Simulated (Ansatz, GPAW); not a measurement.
# Work function of a 2-layer slab of Al(100) at several levels

How far do functional and basis move the work function of a 2-layer slab of Al(100)?

Calculated with GPAW 26.7.0 and Ansatz 0.2.0; Ansatz plane waves; slab in vacuum with a dipole correction, relaxation; PAW set soft_1, in the first sound run; inputs show where later runs differ.

Report form: the programs' logs are mostly left out.

## (1) Set-up

The cell holds 2 atoms: 2 Al. Its edges and angles: a = 2.864 Å, b = 2.864 Å, c = 18.025 Å, α = 90.0°, β = 90.0°, γ = 90.0°. Vacuum lies along c.

## (2) Relaxing the atoms

The atoms are relaxed first, since the surface dipole, and with it the work function, follows the positions of the outer layers. The lowest 1 atoms are held at bulk positions and keep their forces.

input.yaml

```yaml
crystal:
  lattice:
    - [2.8637824638, 0.0, 0.0]
    - [0.0, 2.8637824638, 0.0]
    - [0.0, 0.0, 18.025]
  atoms:
    - { symbol: Al, position: [0.5, 0.5, 0.4438280166] }
    - { symbol: Al, position: [0.0, 0.0, 0.5561719834] }
kpoints:
  mp_grid: { grid: [11, 11, 1] }
hamiltonian:
  xc: pbe
  pseudopotentials: { kind: paw, azcp: { folder: soft_1 } }
scf:
  occupations: { method: fermi_dirac, width: 0.1 }
efield:
  axis: 3
  dipole_correction: true
  ramp_width: 0.05
relax:
  f_tol: 0.02
  max_steps: 60
  constraints: [{ sites: [0] }]
output:
  write_potential: true
  write_density: true
  volumetric_format: npy
```

Command:

```
$ ansatz run input.yaml --threads 4 --pin off --max-ram 8192MiB --backend cpu --events-out ev --progress --plain --runs-dir out
```

Wall time 7.2 s (4 threads of AMD EPYC 9R14 (Zen 4), shared host); peak memory 0.52 GiB.

The steps of the relaxation:

| step | energy less that of the first step (eV) | largest force component (eV/Å) |
| --- | --- | --- |
| 1 | 0.0000 | 0.1711 |
| 2 | -0.0086 | 0.0481 |
| 3 | -0.0095 | 0.0078 |

The run keeps the 8 symmetry operations that it works with, so distortions that break them were not tested.

The atoms that moved most (Å):

| atom | dx | dy | dz | length |
| --- | --- | --- | --- | --- |
| Al2 | 0.000 | 0.000 | 0.113 | 0.113 |

Final coordinates:

```xyz
2
Lattice="2.8638 0.0000 0.0000 0.0000 2.8638 0.0000 0.0000 0.0000 18.0250" Properties=species:S:1:pos:R:3
Al    1.4319    1.4319    8.0000
Al    0.0000    0.0000   10.1384
```

Numbers from this step:

```
free energy             : -1073.9646 eV
smearing term TS        : 0.04410 eV
symmetry operations     : 8
upper work function     : 4.445 eV
lower work function     : 4.445 eV
dipole along the normal : 7.61e-6 e·Å
dipole field            : 9.32e-6 V/Å
vacuum level above      : 2.860 eV
vacuum level below      : 2.860 eV
```

Electrostatic potential energy of an electron (with the applied field's), less the Fermi level, planar mean against z:

| z (Å) | electrostatic potential energy of an electron (with the applied field's), less the Fermi level, planar mean (eV) |
| --- | --- |
| 0 | 4.44 |
| 1 | 4.44 |
| 2 | 4.44 |
| 3 | 4.44 |
| 4 | 4.44 |
| 5 | 4.41 |
| 6 | 4.08 |
| 7 | 0.545 |
| 8 | -4.29 |
| 9 | -1.49 |
| 10 | -4.48 |
| 11 | -0.911 |
| 12 | 3.94 |
| 13 | 4.40 |
| 14 | 4.44 |
| 15 | 4.44 |
| 16 | 4.44 |
| 17 | 4.44 |

The valence density, planar mean by z:

| z (Å) | valence density, planar mean (e/Å³) |
| --- | --- |
| 3.0 | 7.2e-6 |
| 3.5 | 2.5e-5 |
| 4.0 | 8.8e-5 |
| 4.5 | 3.1e-4 |
| 5.0 | 0.00105 |
| 5.5 | 0.00354 |
| 6.0 | 0.0119 |
| 6.5 | 0.0364 |
| 7.0 | 0.0909 |
| 7.5 | 0.144 |
| 8.0 | 0.161 |
| 8.5 | 0.171 |
| 9.0 | 0.175 |
| 9.5 | 0.174 |
| 10.0 | 0.164 |
| 10.5 | 0.151 |
| 11.0 | 0.109 |
| 11.5 | 0.0485 |
| 12.0 | 0.0164 |
| 12.5 | 0.00499 |
| 13.0 | 0.00146 |
| 13.5 | 4.3e-4 |
| 14.0 | 1.2e-4 |
| 14.5 | 3.6e-5 |
| 15.0 | 1.0e-5 |

The relaxation lowered the energy of the cell by 0.00955 eV.

## (3) The slab's potential

The work function is the vacuum plateau of the electrostatic potential less the Fermi level; a dipole layer lets the two faces have plateaus of their own.

This step: GPAW, PAW setups; slab in vacuum (GPAW 26.7.0).

run.py

```python
import json
import numpy as np
from ase import Atoms
from gpaw import GPAW, PW

slab = Atoms(
    ['Al', 'Al'],
    positions=[
        [1.43189, 1.43189, 8.00000],
        [0.00000, 0.00000, 10.13841]],
    cell=[[2.86378, 0.0, 0.0], [0.0, 2.86378, 0.0], [0.0, 0.0, 18.025]],
    pbc=[True, True, False])

slab.calc = GPAW(mode=PW(400), xc='PBE', kpts={'size': (11, 11, 1), 'gamma': True},
                 occupations={'name': 'fermi-dirac', 'width': 0.1}, nbands='200%',
                 convergence={'density': 1e-05}, maxiter=200,
                 poissonsolver={'dipolelayer': 'xy'},
                 symmetry={'tolerance': 1e-3}, txt='slab.txt')
result = {}
energy = slab.get_potential_energy()
fermi = slab.calc.get_fermi_level()
v = slab.calc.get_electrostatic_potential().mean((0, 1)) - fermi
n = slab.calc.get_pseudo_density().mean((0, 1))
L = slab.cell[2, 2]
z = np.arange(len(v)) * L / len(v)
low, high = slab.positions[:, 2].min(), slab.positions[:, 2].max()
below, above = np.interp([low - 5.8, high + 5.8], z, v)
slopes = [np.interp(x, z, np.gradient(v, z)) for x in (low - 5.8, high + 5.8)]
eps = np.array([[slab.calc.get_eigenvalues(k, s) for k in range(len(slab.calc.get_ibz_k_points()))]
                for s in range(slab.calc.get_number_of_spins())]) - fermi
top, bottom = eps[eps < 0].max(), eps[eps > 0].min()
dipole = slab.get_dipole_moment()[2]
print(f'energy {energy:.4f} eV, Fermi level {fermi:.4f} eV, dipole {dipole:.5f} e A')
print(f'potential 5.8 A off the faces, from the Fermi level: lower {below:.4f} eV, upper {above:.4f} eV')
print(f'slope of the potential there: lower {slopes[0]:.5f}, upper {slopes[1]:.5f} eV/A')
print(f'nearest levels on the mesh: {top:.4f} and {bottom:.4f} eV')
print('magnetic moment', round(slab.get_magnetic_moment(), 3))
result.update(energy=energy, fermi=fermi, dipole=dipole, below=below, above=above, slopes=slopes, edges=[top, bottom],
              z=z.tolist(), v=v.tolist(), n=n.tolist(), positions=slab.positions.tolist(),
              forces=slab.get_forces(apply_constraint=False).tolist(), moments=slab.get_magnetic_moments().tolist())
json.dump(result, open('result.json', 'w'))
```

Command:

```
$ OMP_NUM_THREADS=1 OPENBLAS_NUM_THREADS=1 python run.py
```

Wall time 4.8 s (1 thread); peak memory 0.16 GiB.

Numbers from this step:

```
dipole along the normal                    : -5.37e-6 e·Å
levels nearest the Fermi level on the mesh : -0.01391, 0.03511 eV from the Fermi level
upper work function                        : 4.448 eV
lower work function                        : 4.447 eV
```

The electrostatic potential energy of an electron (without an applied field's), less the Fermi level, planar mean by z:

z (Å), electrostatic potential energy of an electron (without an applied field's), less the Fermi level, planar mean (eV) and a bar from the least value:
```
        0        4.4 ##############################
        1        4.4 ##############################
        2        4.4 ##############################
        3        4.4 ##############################
        4        4.4 ##############################
        5        4.4 ##############################
        6        4.1 #############################
        7        0.6 #######################
        8      -13.2 
        9       -1.4 ####################
       10      -12.5 #
       11       -0.7 #####################
       12        3.9 #############################
       13        4.4 ##############################
       14        4.4 ##############################
       15        4.4 ##############################
       16        4.4 ##############################
       17        4.4 ##############################
```

Table of pseudo valence density, planar mean by z:

z (Å), pseudo valence density, planar mean (e/Å³) and a bar from the least value:
```
     0.00      0.000 
     0.43      0.000 
     0.86      0.000 
     1.50      0.000 
     1.93      0.000 
     2.36      0.000 
     2.79      0.000 
     3.43      0.000 
     3.86      0.000 
     4.29      0.000 
     4.72      0.001 
     5.36      0.003 
     5.79      0.007 #
     6.22      0.020 ###
     6.65      0.050 ########
     7.30      0.136 ######################
     7.72      0.152 ########################
     8.15      0.142 #######################
     8.58      0.187 ##############################
     9.23      0.177 ############################
     9.66      0.186 ##############################
    10.09      0.129 #####################
    10.51      0.160 ##########################
    11.16      0.089 ##############
    11.59      0.040 ######
    12.02      0.016 ###
    12.45      0.006 #
    13.09      0.001 
    13.52      0.000 
    13.95      0.000 
    14.38      0.000 
    15.02      0.000 
    15.45      0.000 
    15.88      0.000 
    16.31      0.000 
    16.95      0.000 
    17.38      0.000 
    17.81      0.000
```

The potential is flat to 1.1e-4 eV/Å where it is read, so the vacuum is wide enough. The geometry is the other program's minimum; here the largest force on a free atom is 0.013 eV/Å.

## (4) OptPBE vdW: xc = "optPBE-vdW"

The same geometry under optPBE-vdW, to see how far the functional moves the levels against the vacuum (the van der Waals functionals take revPBE setups).

run.py: that of step 3 with these lines changed.

```diff
@@ -13,3 +13,3 @@
 
-slab.calc = GPAW(mode=PW(400), xc='PBE', kpts={'size': (11, 11, 1), 'gamma': True},
+slab.calc = GPAW(mode=PW(400), xc='optPBE-vdW', kpts={'size': (11, 11, 1), 'gamma': True},
                  occupations={'name': 'fermi-dirac', 'width': 0.1}, nbands='200%',
```

It took 9.4 s on 1 thread; peak memory 0.25 GiB.

Numbers from this step:

- dipole along the normal: -5.12e-6 e·Å
- levels nearest the Fermi level on the mesh: -0.008449, 0.02970 eV from the Fermi level
- upper work function: 4.568 eV
- lower work function: 4.567 eV

The electrostatic potential energy of an electron (without an applied field's), less the Fermi level, planar mean by z:

| z (Å) | electrostatic potential energy of an electron (without an applied field's), less the Fermi level, planar mean (eV) |
| --- | --- |
| 0 | 4.57 |
| 1 | 4.57 |
| 2 | 4.57 |
| 3 | 4.57 |
| 4 | 4.56 |
| 5 | 4.52 |
| 6 | 4.15 |
| 7 | 0.617 |
| 8 | -13.2 |
| 9 | -1.45 |
| 10 | -12.5 |
| 11 | -0.729 |
| 12 | 3.99 |
| 13 | 4.51 |
| 14 | 4.56 |
| 15 | 4.57 |
| 16 | 4.57 |
| 17 | 4.57 |

Pseudo valence density, planar mean against z:

| z (Å) | pseudo valence density, planar mean (e/Å³) |
| --- | --- |
| 0.00 | -1.2e-6 |
| 0.64 | 1.1e-6 |
| 1.29 | -7.3e-7 |
| 1.93 | 1.6e-6 |
| 2.36 | 3.1e-6 |
| 3.00 | 1.1e-5 |
| 3.65 | 5.7e-5 |
| 4.29 | 2.5e-4 |
| 4.94 | 0.00106 |
| 5.58 | 0.00455 |
| 6.22 | 0.0198 |
| 6.65 | 0.0491 |
| 7.30 | 0.136 |
| 7.94 | 0.128 |
| 8.58 | 0.186 |
| 9.23 | 0.176 |
| 9.87 | 0.163 |
| 10.51 | 0.161 |
| 11.16 | 0.0884 |
| 11.59 | 0.0400 |
| 12.23 | 0.00967 |
| 12.88 | 0.00221 |
| 13.52 | 5.3e-4 |
| 14.16 | 1.2e-4 |
| 14.81 | 2.9e-5 |
| 15.45 | 3.6e-6 |
| 15.88 | 0 |
| 16.52 | 1.9e-6 |
| 17.17 | -1.3e-6 |
| 17.81 | 1.3e-6 |

Force by atom:

| atom | x (eV/Å) | y (eV/Å) | z (eV/Å) | size |
| --- | --- | --- | --- | --- |
| Al1 | 0.000 | 0.000 | -0.152 | 0.152 |
| Al2 | 0.000 | 0.000 | 0.152 | 0.152 |

The upper face's work function is 4.568 eV, against 4.448 eV in the first plane-wave PBE run at this geometry.

## (5) Self-consistent run: xc = "vdW-DF2"

The same geometry under vdW-DF2, to see how far the functional moves the levels against the vacuum (the van der Waals functionals take revPBE setups).

run.py: that of step 4 with these lines changed.

```diff
@@ -13,3 +13,3 @@
 
-slab.calc = GPAW(mode=PW(400), xc='optPBE-vdW', kpts={'size': (11, 11, 1), 'gamma': True},
+slab.calc = GPAW(mode=PW(400), xc='vdW-DF2', kpts={'size': (11, 11, 1), 'gamma': True},
                  occupations={'name': 'fermi-dirac', 'width': 0.1}, nbands='200%',
```

Wall time 9.4 s (1 thread); peak memory 0.25 GiB.

This step gave:

```yaml
dipole_along_the_normal: -2.44e-6 e·Å
levels_nearest_the_fermi_level_on_the_mesh: -0.1191, 0.005677 eV from the Fermi level
upper_work_function: 4.615 eV
lower_work_function: 4.615 eV
```

The upper face's work function is 4.615 eV, against 4.448 eV in the first plane-wave PBE run at this geometry.

## (6) Self-consistent run: xc = "revPBE"

The same geometry under revPBE, to see how far the functional moves the levels against the vacuum.

run.py: that of step 5 with these lines changed.

```diff
@@ -13,3 +13,3 @@
 
-slab.calc = GPAW(mode=PW(400), xc='vdW-DF2', kpts={'size': (11, 11, 1), 'gamma': True},
+slab.calc = GPAW(mode=PW(400), xc='revPBE', kpts={'size': (11, 11, 1), 'gamma': True},
                  occupations={'name': 'fermi-dirac', 'width': 0.1}, nbands='200%',
```

The job ended after 4.8 s (1 thread; peak memory 0.16 GiB).

Numbers from this step:

| Quantity | Value |
| --- | --- |
| dipole along the normal | -5.41e-6 e·Å |
| levels nearest the Fermi level on the mesh | -0.01577, 0.03834 eV from the Fermi level |
| upper work function | 4.381 eV |
| lower work function | 4.380 eV |

Electrostatic potential energy of an electron (without an applied field's), less the Fermi level, planar mean against z:

| z (Å) | electrostatic potential energy of an electron (without an applied field's), less the Fermi level, planar mean (eV) |
| --- | --- |
| 0 | 4.38 |
| 1 | 4.38 |
| 2 | 4.38 |
| 3 | 4.38 |
| 4 | 4.38 |
| 5 | 4.35 |
| 6 | 4.03 |
| 7 | 0.562 |
| 8 | -13.3 |
| 9 | -1.46 |
| 10 | -12.5 |
| 11 | -0.788 |
| 12 | 3.89 |
| 13 | 4.34 |
| 14 | 4.38 |
| 15 | 4.38 |
| 16 | 4.38 |
| 17 | 4.38 |

The upper face's work function is 4.381 eV, against 4.448 eV in the first plane-wave PBE run at this geometry.

## (7) Real-space grid: mode = "fd"

A real-space grid is a second complete basis, so it checks the plane-wave result.

run.py: that of step 6 with these lines changed.

```diff
@@ -3,3 +3,3 @@
 from ase import Atoms
-from gpaw import GPAW, PW
+from gpaw import GPAW
 
@@ -13,3 +13,3 @@
 
-slab.calc = GPAW(mode=PW(400), xc='revPBE', kpts={'size': (11, 11, 1), 'gamma': True},
+slab.calc = GPAW(mode='fd', h=0.18, xc='PBE', kpts={'size': (11, 11, 1), 'gamma': True},
                  occupations={'name': 'fermi-dirac', 'width': 0.1}, nbands='200%',
```

Elapsed: 14 s, on 1 thread; peak memory 0.26 GiB.

Numbers from this step:

```
dipole along the normal                    : 7.13e-7 e·Å
levels nearest the Fermi level on the mesh : -0.01392, 0.03511 eV from the Fermi level
upper work function                        : 4.448 eV
lower work function                        : 4.448 eV
```

The electrostatic potential energy of an electron (without an applied field's), less the Fermi level, planar mean by z:

| z (Å) | electrostatic potential energy of an electron (without an applied field's), less the Fermi level, planar mean (eV) |
| --- | --- |
| 0.0 | 4.45 |
| 0.5 | 4.45 |
| 1.0 | 4.45 |
| 1.5 | 4.45 |
| 2.0 | 4.45 |
| 2.5 | 4.45 |
| 3.0 | 4.45 |
| 3.5 | 4.45 |
| 4.0 | 4.45 |
| 4.5 | 4.44 |
| 5.0 | 4.42 |
| 5.5 | 4.34 |
| 6.0 | 4.09 |
| 6.5 | 3.24 |
| 7.0 | 0.617 |
| 7.5 | -6.11 |
| 8.0 | -13.2 |
| 8.5 | -6.44 |
| 9.0 | -1.39 |
| 9.5 | -4.28 |
| 10.0 | -12.5 |
| 10.5 | -8.78 |
| 11.0 | -0.706 |
| 11.5 | 2.77 |
| 12.0 | 3.94 |
| 12.5 | 4.30 |
| 13.0 | 4.40 |
| 13.5 | 4.44 |
| 14.0 | 4.44 |
| 14.5 | 4.45 |
| 15.0 | 4.45 |
| 15.5 | 4.45 |
| 16.0 | 4.45 |
| 16.5 | 4.45 |
| 17.0 | 4.45 |
| 17.5 | 4.45 |

The upper face's work function is 4.448 eV, against 4.448 eV in the first plane-wave PBE run at this geometry.

## (8) Atomic orbitals: mode = "lcao"

Atom-centred orbitals end a few angstrom from the surface, which tests how much the density's tail matters.

run.py: that of step 7 with these lines changed.

```diff
@@ -13,4 +13,4 @@
 
-slab.calc = GPAW(mode='fd', h=0.18, xc='PBE', kpts={'size': (11, 11, 1), 'gamma': True},
-                 occupations={'name': 'fermi-dirac', 'width': 0.1}, nbands='200%',
+slab.calc = GPAW(mode='lcao', basis='dzp', h=0.18, xc='PBE', kpts={'size': (11, 11, 1), 'gamma': True},
+                 occupations={'name': 'fermi-dirac', 'width': 0.1}, nbands='120%',
                  convergence={'density': 1e-05}, maxiter=200,
```

Wall time 82 s (1 thread); peak memory 0.23 GiB.

Numbers from this step:

```yaml
dipole_along_the_normal: -2.99e-6 e·Å
levels_nearest_the_fermi_level_on_the_mesh: -0.01390, 0.02950 eV from the Fermi level
upper_work_function: 4.396 eV
lower_work_function: 4.396 eV
```

The upper face's work function is 4.396 eV, against 4.448 eV in the first plane-wave PBE run at this geometry.

## (9) The ladder

Times are for 1 thread of AMD EPYC 9R14 (Zen 4), shared host. The runs compared:

| no. | run | upper work function (eV) | lower work function (eV) | time | memory (GiB) |
| --- | --- | --- | --- | --- | --- |
| 1 | pw | 4.448 | 4.447 | 4.8 s | 0.16 |
| 2 | optPBE vdW | 4.568 | 4.567 | 9.4 s | 0.25 |
| 3 | vdW DF2 | 4.615 | 4.615 | 9.4 s | 0.25 |
| 4 | revPBE | 4.381 | 4.380 | 4.8 s | 0.16 |
| 5 | fd | 4.448 | 4.448 | 14 s | 0.26 |
| 6 | lcao | 4.396 | 4.396 | 82 s | 0.23 |

## (10) A second plane-wave code

A second program with its own datasets checks the number independently.

This step: Ansatz plane waves; slab in vacuum with a dipole correction; PAW set soft_1 (Ansatz 0.2.0).

input.yaml, the sections that differ from step 2:

```yaml
crystal:
  lattice:
    - [2.8637824638, 0.0, 0.0]
    - [0.0, 2.8637824638, 0.0]
    - [0.0, 0.0, 18.025]
  atoms:
    - { symbol: Al, position: [0.5, 0.5, 0.4438280166] }
    - { symbol: Al, position: [0.0, 0.0, 0.5624637893] }
output:
  forces: true
  write_potential: true
  write_density: true
  volumetric_format: npy
  elf: true
# kpoints, hamiltonian, scf, efield: as in step 2
# relax: removed
```

Command:

```
$ ansatz run input.yaml --threads 4 --pin off --max-ram 8192MiB --backend cpu --events-out ev --progress --plain --runs-dir out
```

Elapsed: 0.74 s, on 4 threads; peak memory 0.51 GiB; 2.5 s of CPU time.

This step gave:

| Quantity | Value |
| --- | --- |
| upper work function | 4.445 eV |
| lower work function | 4.445 eV |
| dipole along the normal | -5.78e-6 e·Å |
| dipole field | -7.08e-6 V/Å |

The electrostatic potential energy of an electron (with the applied field's), less the Fermi level, planar mean by z:

| z (Å) | electrostatic potential energy of an electron (with the applied field's), less the Fermi level, planar mean (eV) |
| --- | --- |
| 0.0 | 4.44 |
| 0.5 | 4.44 |
| 1.0 | 4.44 |
| 1.5 | 4.44 |
| 2.0 | 4.44 |
| 2.5 | 4.44 |
| 3.0 | 4.44 |
| 3.5 | 4.44 |
| 4.0 | 4.44 |
| 4.5 | 4.44 |
| 5.0 | 4.41 |
| 5.5 | 4.34 |
| 6.0 | 4.08 |
| 6.5 | 3.23 |
| 7.0 | 0.545 |
| 7.5 | -4.44 |
| 8.0 | -4.29 |
| 8.5 | -4.75 |
| 9.0 | -1.49 |
| 9.5 | -4.01 |
| 10.0 | -4.48 |
| 10.5 | -4.75 |
| 11.0 | -0.911 |
| 11.5 | 2.76 |
| 12.0 | 3.94 |
| 12.5 | 4.29 |
| 13.0 | 4.40 |
| 13.5 | 4.43 |
| 14.0 | 4.44 |
| 14.5 | 4.44 |
| 15.0 | 4.44 |
| 15.5 | 4.44 |
| 16.0 | 4.44 |
| 16.5 | 4.44 |
| 17.0 | 4.44 |
| 17.5 | 4.44 |

Valence density, planar mean against z:

(Unchanged from step 2.)

(Continued in part 2 of 2.)

[Logs are printed without paths, hosts, clocks, repeated set-up lines and the standing remarks that a program may print on its own settings, such as how far it seeks lower states.]

[Hosts, paths, dates, database ids (printed as entryN), source tags and the programs' standing remarks are cut or masked in the printed files.]
